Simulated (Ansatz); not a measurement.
# BeMoS3 (built on the sites of a database entry of BaMoO3): phonons and vibrational spectra, part 2 of 2

Aim: the vibrations of BeMoS3 (built on the sites of a database entry of BaMoO3), their spectra, and whether the structure is stable.

Ansatz 0.2.0; DFT PBEsol, scalar-relativistic, plane waves, PAW.

So far. Step 4 (Tight relaxation): The forces vanish by symmetry and the pressure is 0.007 GPa, within the tolerances set. The cell now holds 19.73 Å³/atom. Step 5 (Zone-centre response): Before it was imposed, the acoustic sum rule was missed by 1.4e-4 eV/Å². Small misses are needed for a sound result but don't prove that mesh and cutoff are converged. The lowest optical mode is imaginary, 282.7i cm⁻¹, so the energy falls along it. The relaxed cell has a = 4.621 Å (conventional setting).

The structure was built from a prototype and need not be the compound's stable phase.

## Step 6: The dispersion

Stability and thermal properties need the whole zone. Linear response on a 2×2×2 q mesh gives force constants as far as a supercell of that size would.

input.yaml reads:

```yaml
crystal:
  lattice:
    - [4.6206887221, 0.0, 0.0]
    - [0.0, 4.6206887221, 0.0]
    - [0.0, 0.0, 4.6206887221]
  atoms:
    - { symbol: Be, position: [0.5, 0.5, 0.5] }
    - { symbol: Mo, position: [0.0, 0.0, 0.0] }
    - { symbol: S, position: [0.0, 0.5, 0.0] }
    - { symbol: S, position: [0.0, 0.0, 0.5] }
    - { symbol: S, position: [0.5, 0.0, 0.0] }
kpoints:
  mp_grid: { grid: [6, 6, 6] }
hamiltonian:
  xc: pbesol
scf:
  occupations: { method: methfessel_paxton, width: 0.15 }
output:
  eigenvalues: true
phonons:
  method: dfpt
  qmesh: [2, 2, 2]
  temperatures: { t_max: 1000, t_step: 50 }
  qpath:
    path:
      - [[0.0, 0.0, 0.0], [0.0, 0.5, 0.0], [0.5, 0.5, 0.0], [0.0, 0.0, 0.0], [0.5, 0.5, 0.5], [0.0, 0.5, 0.0]]
      - [[0.5, 0.5, 0.5], [0.5, 0.5, 0.0]]
    npoints: 10
```

Launch:

```
$ ansatz run input.yaml --threads 8 --pin off --max-ram 14336MiB --backend cpu --events-out ev --progress --plain --runs-dir out
```

Numbers of over 12 decimals in the logs are rounded to 6 here.

What it wrote:

```text
[...]
Crystal: 5 atoms, lattice volume = 98.655 Å³
Basis set: ecut = 420 eV, 1935 PW (Γ), exchange–correlation on 64×64×64 points (8 copies of the dense FFT grid, shifted against one another)
Bands: 22, of which v1, the nominal top of the filled ones, is band 17 counted from 1 (16 counted from 0)
Symmetry: 48 space group operations
k-points: 20 of 216
[...]
SCF iter   1: F=—  HF=-7640.298257 eV  |F-HF|=—  |Δ(HF+E_count)|=         —  Δρ=4.25e-3  dr2=4.48e-2  ethr=1.77e-3  ⟨swp⟩=6.8  Hψ=4775  notcnv=0
[...]
SCF iter   9: F=-7640.290082 eV  HF=-7640.290082 eV  |F-HF|=3.64e-12  |Δ(HF+E_count)|=  4.55e-11  S|Δr|=    0.00e0  Δρ=3.94e-8  dr2=1.57e-12  ethr=1.00e-12  ⟨swp⟩=8.3  Hψ=2876  notcnv=0
SCF 1 converged in 9 iterations: F = -7640.290082 eV  dr2 = 1.57e-12
[...]
SCF iter   5: F=-7640.290082 eV  HF=-7640.290082 eV  |F-HF|=1.82e-12  |Δ(HF+E_count)|=  2.73e-12  S|Δr|=    0.00e0  Δρ=1.34e-8  dr2=3.13e-13  ethr=1.00e-12  ⟨swp⟩=2.7  Hψ=895  notcnv=0
SCF 2 converged in 5 iterations: F = -7640.290082 eV  dr2 = 3.13e-13
phonons: the bands overlap, so this run is a metal and interpolates without the dipole-dipole term. If the crystal is really an insulator or semiconductor, its LO-TO splitting is missing
NSCF: frozen V_eff on 20 k-points
[...]
DFPT response loops at q = (0, 0, 0) (fractional): preconditioner auto → Kerker (q_TF=auto, 2.284 Å⁻¹) (partly filled bands, converged f_vac=0.000); β = 1.00, the filter's whole step (`scf.mixing.beta` (0.50) is not read by the response loops under this deck's `scf.mixing.preconditioner`; to damp them name `kerker` or `kerker_dos`, under which they read `scf.mixing.beta`, and type it under 1.00, their step now; both keys bind the ground state too); Broyden in place of MSR1
[...]
SCF converged after 9 iterations
[...]
Free energy (F): -7640.290082 eV
[...]
Internal energy: -7640.282163 eV  (E = F + TS)
E sigma→0 (E₀):  -7640.288102 eV
Entropy (-TS):   -0.007919 eV (-1.584 meV/atom)
Fermi energy:    7.026543 eV
[...]
--- Band table (eV; the first three rows and the last of 20) ---
  k-point 0: bands = [... 13 lower, 5.6641, 5.6641, 5.6641, 5.9219, 6.3097, 6.3097, 6.3097, 7.7624, ... 6 higher]
  k-point 1: bands = [... 13 lower, 5.3612, 5.4928, 6.0810, 6.0810, 6.6207, 6.9124, 6.9124, 7.7810, ... 6 higher]
  k-point 2: bands = [... 13 lower, 5.1893, 5.3862, 6.1796, 6.1796, 7.6349, 7.8081, 7.9547, 7.9547, ... 6 higher]
  k-point 19: bands = [... 13 lower, 5.6735, 7.2819, 7.2819, 7.2819, 8.2449, 8.2449, 8.2449, 12.3616, ... 6 higher]
--- Phonons (Γ-DFPT): 4 representative perturbations + reference (Σ response iterations 12) ---
  ASR residual: 1.424e-4 → 0.000e0 eV/Å²; symmetrization residual: 1.864e-6 eV/Å²
  ASR residual per site (eV/Å²): 1.42e-4 4.36e-5 2.90e-5 2.90e-5 2.90e-5
[...]
--- Phonons (arbitrary-q DFPT): 4 irreducible q on the 2×2×2 mesh ---
  q = [0.0000, 0.0000, 0.0000] (star 1, of the zone-centre solve; hermiticity 2.57e-7, symmetrization 1.11e-13): -282.68 -282.68 -282.68 -113.42 -113.42 -113.42 -42.19 -42.19 -42.19 -0.00 -0.00 0.00 385.14 385.14 385.14
  q = [0.0000, 0.0000, -0.5000] (star 3, 9 solved perturbations in 504 linear systems a pass and spin channel, the states on 64 of 216 k-point pairs; hermiticity 3.95e-7, symmetrization 5.55e-8): -247.61 -247.61 -226.40 -152.97 -152.97 -117.84 -53.21 -53.21 63.03 104.84 121.45 121.45 366.72 366.72 453.43
[...]
sum rule: each row above includes the acoustic sum rule's correction from the zone centre's row sums; it moved no ω² by more than (2.07 cm⁻¹)²
  mesh force constants: q→R imaginary residual 5.58e-18; ASR residual 1.424e-4 → 0.000e0 eV/Å²; symmetrization residual 2.132e-14 eV/Å²
  interpolated dispersion: 62 rows × 15 modes
  density of states and harmonic sums: on the 14×14×14 q-mesh, interpolated from the force constants of a 2×2×2 supercell (no non-analytic term)
  largest difference from the sums on the solved wave vectors: F 3.10e-2 eV, S 4.13e-5 and C_V 1.03e-5 eV/K
  zero-point energy: 0.108106 eV/cell   skipped modes (ω ≤ 0): 843, of them read as no rigid motion or as one in doubt: 840 (7.004e0 modes/cell left out, lowest -291.07 cm⁻¹)   left out of the sums: 4.67e-1 of the cell's modes: C_V's classical limit lies that fraction below 3 k_B per atom; for a crystal, a wire or a layer, F and S can be off by more, and a phonons.interpolated_qmesh denser along its periods is the remedy for the sampling
```

The job ended after 35 s (8 threads of Intel Xeon Platinum 8559C (Emerald Rapids), shared host; peak memory 0.89 GiB).

This step gave:

```
lowest frequency on the path                            : -291.1 cm⁻¹
highest frequency on the path or at a solved wavevector : 522.2 cm⁻¹
lowest mode on the q mesh (acoustic modes at Γ apart)   : -291.1 cm⁻¹
```

Frequencies (cm⁻¹) solved at each irreducible wavevector; negative means imaginary. Frequencies by wavevector, by row:

| q in reciprocal lattice units | star | mode 1 | mode 2 | mode 3 | mode 4 | mode 13 | mode 14 | mode 15 |
| --- | --- | --- | --- | --- | --- | --- | --- | --- |
| 0 0 0 | 1 | -282.7 | -282.7 | -282.7 | -113.4 | 385.1 | 385.1 | 385.1 |
| 0 0 -0.5 | 3 | -247.6 | -247.6 | -226.4 | -153 | 366.7 | 366.7 | 453.4 |
| 0 -0.5 -0.5 | 3 | -291.1 | -291.1 | -242.5 | -199.5 | 341.4 | 345.1 | 489.5 |
| -0.5 -0.5 -0.5 | 1 | -264.1 | -264.1 | -264.1 | -202 | 309.7 | 309.7 | 522.2 |

Interpolated from a 2×2×2 q mesh. The phonon branches at the labelled points (cm⁻¹):

| point | branch 1 | branch 2 | branch 3 | branch 4 | branch 12 | branch 13 | branch 14 | branch 15 |
| --- | --- | --- | --- | --- | --- | --- | --- | --- |
| Γ | -283 | -283 | -283 | -113 | 0 | 385 | 385 | 385 |
| halfway | -267 | -267 | -256 | -123 | 87 | 376 | 376 | 418 |
| X | -248 | -248 | -226 | -153 | 121 | 367 | 367 | 453 |
| halfway | -273 | -268 | -245 | -166 | 174 | 355 | 359 | 469 |
| M | -291 | -291 | -242 | -200 | 194 | 341 | 345 | 490 |
| halfway | -277 | -257 | -252 | -149 | 146 | 366 | 370 | 440 |
| Γ | -283 | -283 | -283 | -113 | 0 | 385 | 385 | 385 |
| halfway | -268 | -268 | -254 | -160 | 148 | 357 | 357 | 462 |
| R | -264 | -264 | -264 | -202 | 207 | 310 | 310 | 522 |
| halfway | -271 | -266 | -260 | -174 | 180 | 342 | 344 | 486 |
| X | -248 | -248 | -226 | -153 | 121 | 367 | 367 | 453 |
| jump to R | -264 | -264 | -264 | -202 | 207 | 310 | 310 | 522 |
| halfway | -278 | -278 | -254 | -201 | 201 | 327 | 328 | 505 |
| M | -291 | -291 | -242 | -200 | 194 | 341 | 345 | 490 |

The phonon density of states has structure finer than the step of the table below, so its rows give means over 25 cm⁻¹, whole bins alone (the curve runs from -295 to 525 cm⁻¹). Peaks (cm⁻¹: height): -275.0: 0.0836, -135.0: 0.0337, -55.0: 0.0312, 115.0: 0.0501, 365.0: 0.0522, 465.0: 0.0142.

Tetrahedra on a 14×14×14 mesh, mean over bins of 10 cm-1. Interpolated from a 2×2×2 q mesh. Phonon density of states against wavenumber; means over each step:

| wavenumber (cm⁻¹) | phonon density of states (1/cm⁻¹/cell) |
| --- | --- |
| -275 | 0.0618 |
| -250 | 0.0521 |
| -225 | 0.00277 |
| -200 | 0.00913 |
| -175 | 0.0201 |
| -150 | 0.0284 |
| -125 | 0.0323 |
| -100 | 0.0208 |
| -75 | 0.00863 |
| -50 | 0.0224 |
| -25 | 0.0123 |
| 0 | 0.00871 |
| 25 | 0.0118 |
| 50 | 0.0197 |
| 75 | 0.0242 |
| 100 | 0.0392 |
| 125 | 0.0395 |
| 150 | 0.0263 |
| 175 | 0.0236 |
| 200 | 0.0127 |
| 225 | 2.8e-4 |
| 250 | 0 |
| 275 | 0 |
| 300 | 5.8e-4 |
| 325 | 0.0115 |
| 350 | 0.0400 |
| 375 | 0.0273 |
| 400 | 0.00269 |
| 425 | 0.00475 |
| 450 | 0.0111 |
| 475 | 0.0138 |
| 500 | 0.00738 |

The partial phonon density of states has structure finer than the step of the table below, so its rows give means over 25 cm⁻¹, whole bins alone (the curve runs from -300 to 546 cm⁻¹). Peaks (cm⁻¹: height): Be -268.5: 0.0679; Mo -273.8: 0.00347, -55.5: 0.0182, 120.3: 0.0288; S -273.8: 0.00877, -119.4: 0.0331, 184.2: 0.0226, 359.9: 0.0453, 461.1: 0.0139.

Phonopy on the run's constants, 13x13x13 mesh, Gaussian sigma 6.0 cm-1. Interpolated from a 2×2×2 q mesh. Partial phonon density of states against wavenumber; means over each step; values in 1/cm⁻¹/cell:

| wavenumber (cm⁻¹) | Be | Mo | S |
| --- | --- | --- | --- |
| -275 | 0.0506 | 0.00270 | 0.00682 |
| -250 | 0.0483 | 0.00105 | 0.00348 |
| -225 | 0.00247 | 3.2e-5 | 2.0e-4 |
| -200 | 2.2e-5 | 1.5e-6 | 0.00958 |
| -175 | 1.4e-4 | 3.7e-5 | 0.0195 |
| -150 | 4.7e-4 | 5.9e-4 | 0.0277 |
| -125 | 9.5e-4 | 0.00116 | 0.0308 |
| -100 | 6.0e-4 | 0.00177 | 0.0157 |
| -75 | 4.7e-4 | 0.00420 | 0.00749 |
| -50 | 6.0e-4 | 0.0149 | 0.00728 |
| -25 | 3.1e-4 | 0.00731 | 0.00353 |
| 0 | 2.4e-4 | 0.00233 | 0.00217 |
| 25 | 6.0e-4 | 0.00547 | 0.00619 |
| 50 | 9.9e-4 | 0.0105 | 0.0106 |
| 75 | 9.9e-4 | 0.0125 | 0.0105 |
| 100 | 0.00192 | 0.0231 | 0.0134 |
| 125 | 0.00268 | 0.0211 | 0.0168 |
| 150 | 0.00217 | 0.00537 | 0.0183 |
| 175 | 0.00126 | 7.1e-4 | 0.0215 |
| 200 | 6.1e-4 | 6.2e-5 | 0.0126 |
| 225 | 1.5e-5 | 0 | 2.7e-4 |
| 250 | 0 | 0 | 0 |
| 275 | 0 | 0 | 0 |
| 300 | 0 | 5.1e-6 | 6.8e-4 |
| 325 | 0 | 2.8e-4 | 0.0113 |
| 350 | 0 | 0.00194 | 0.0373 |
| 375 | 0 | 0.00204 | 0.0257 |
| 400 | 0 | 2.1e-4 | 0.00269 |
| 425 | 0 | 1.6e-4 | 0.00461 |
| 450 | 8.0e-6 | 1.5e-4 | 0.0107 |
| 475 | 4.8e-6 | 9.7e-5 | 0.0135 |
| 500 | 0 | 2.5e-5 | 0.00742 |
| 525 | 0 | 3.8e-7 | 0.00110 |

Symmetry leaves 4 wavevectors to solve. The lowest mode among them, the acoustic zeros apart, lies at q = (0, -0.5, -0.5) and is imaginary, 291.1i cm⁻¹, so the energy falls along it.

## Step 7: Another isotope, element Mo, natural mass 95.95 amu

An isotope changes the mass and not the force constants, so no new electronic calculation is needed; the shifts show which modes move this element.

The same force constants with the mass of Mo changed from 95.950 to 99.907 u (phonopy, no LO-TO term). Both lists are sorted by frequency; levels can cross, so a row need not hold one and the same mode. Modes under 3 cm⁻¹ are left out. Isotope shifts, by row, the first 40 of 57 rows:

| q | rank | natural mass (cm⁻¹) | changed mass (cm⁻¹) |
| --- | --- | --- | --- |
| 0 0 0 | 1 | -282.7 | -282.6 |
| 0 0 0 | 2 | -282.7 | -282.6 |
| 0 0 0 | 3 | -282.7 | -282.6 |
| 0 0 0 | 4 | -113.4 | -113.4 |
| 0 0 0 | 5 | -113.4 | -113.4 |
| 0 0 0 | 6 | -113.4 | -113.4 |
| 0 0 0 | 7 | -42.19 | -41.84 |
| 0 0 0 | 8 | -42.19 | -41.84 |
| 0 0 0 | 9 | -42.19 | -41.84 |
| 0 0 0 | 13 | 385.1 | 384.4 |
| 0 0 0 | 14 | 385.1 | 384.4 |
| 0 0 0 | 15 | 385.1 | 384.4 |
| 0 0 -0.5 | 1 | -247.6 | -247.6 |
| 0 0 -0.5 | 2 | -247.6 | -247.6 |
| 0 0 -0.5 | 3 | -226.4 | -226.4 |
| 0 0 -0.5 | 4 | -153 | -152.7 |
| 0 0 -0.5 | 5 | -153 | -152.7 |
| 0 0 -0.5 | 6 | -117.8 | -117.8 |
| 0 0 -0.5 | 7 | -53.21 | -52.34 |
| 0 0 -0.5 | 8 | -53.21 | -52.34 |
| 0 0 -0.5 | 9 | 63.03 | 62.85 |
| 0 0 -0.5 | 10 | 104.8 | 103 |
| 0 0 -0.5 | 11 | 121.5 | 121.5 |
| 0 0 -0.5 | 12 | 121.5 | 121.5 |
| 0 0 -0.5 | 13 | 366.7 | 366.1 |
| 0 0 -0.5 | 14 | 366.7 | 366.1 |
| 0 0 -0.5 | 15 | 453.4 | 453.4 |
| 0 -0.5 -0.5 | 1 | -291.1 | -290.6 |
| 0 -0.5 -0.5 | 2 | -291.1 | -290.6 |
| 0 -0.5 -0.5 | 3 | -242.5 | -242.5 |
| 0 -0.5 -0.5 | 4 | -199.5 | -199.5 |
| 0 -0.5 -0.5 | 5 | -81.63 | -80.1 |
| 0 -0.5 -0.5 | 6 | 66.05 | 66.05 |
| 0 -0.5 -0.5 | 7 | 66.05 | 66.05 |
| 0 -0.5 -0.5 | 8 | 70.29 | 70.05 |
| 0 -0.5 -0.5 | 9 | 70.29 | 70.05 |
| 0 -0.5 -0.5 | 10 | 154.4 | 152.1 |
| 0 -0.5 -0.5 | 11 | 154.4 | 152.1 |
| 0 -0.5 -0.5 | 12 | 193.7 | 193.7 |
| 0 -0.5 -0.5 | 13 | 341.4 | 340.9 |

A mode of this element alone would shift by -2.00 %. The highest zone-centre frequency without the field goes from 385.1 to 384.4 cm⁻¹ (-0.2 %).

## Step 8: Another isotope, element S, natural mass 32.06 amu

The same for S, from 32.06 to 33.97 u.

A mode of this element alone would shift by -2.85 %. The highest zone-centre frequency without the field goes from 385.1 to 375.2 cm⁻¹ (-2.6 %).

## Step 9: Outcome

```json
{
 "space group after relaxation (within 0.01 Å)": "Pm-3m",
 "volume per atom": "19.7 Å³",
 "electronic character": "no gap on this mesh",
 "highest optical mode at the zone centre (no LO-TO term)": "385 cm⁻¹",
 "lowest optical zone-centre mode": "-283 cm⁻¹",
 "lowest mode on the q mesh (acoustic modes at Γ apart)": "-291 cm⁻¹",
 "highest frequency on the path or at a solved wavevector": "522 cm⁻¹",
 "imaginary modes on the 2×2×2 q mesh": "yes"
}
```

**Reading.** Modes are clearly imaginary (beyond 10i cm⁻¹) at 4 of the 4 irreducible wavevectors, most at q = (0, -0.5, -0.5) (291.1i cm⁻¹), so this structure is not a minimum of the energy. The optical modes at Γ span -283 to 385 cm⁻¹ (negative means imaginary). The highest mode in this list at Γ, 385.1 cm⁻¹, is mostly motion of S (90 % of the kinetic energy). With no gap, or one that is small against the smearing, the frequencies hang on the k mesh and the smearing, most of all near Kohn anomalies. The starting cell was built on a prototype and not taken from a measurement, so the phase need not exist. These are harmonic frequencies at zero temperature: anharmonic shifts, linewidths and thermal expansion are left out.

[Logs are printed without paths, hosts, clocks, repeated set-up lines and the standing remarks that a program may print on its own settings, such as how far it seeks lower states.]

[Hosts, paths, dates, database ids (printed as entryN), source tags and the programs' standing remarks are cut or masked in the printed files.]
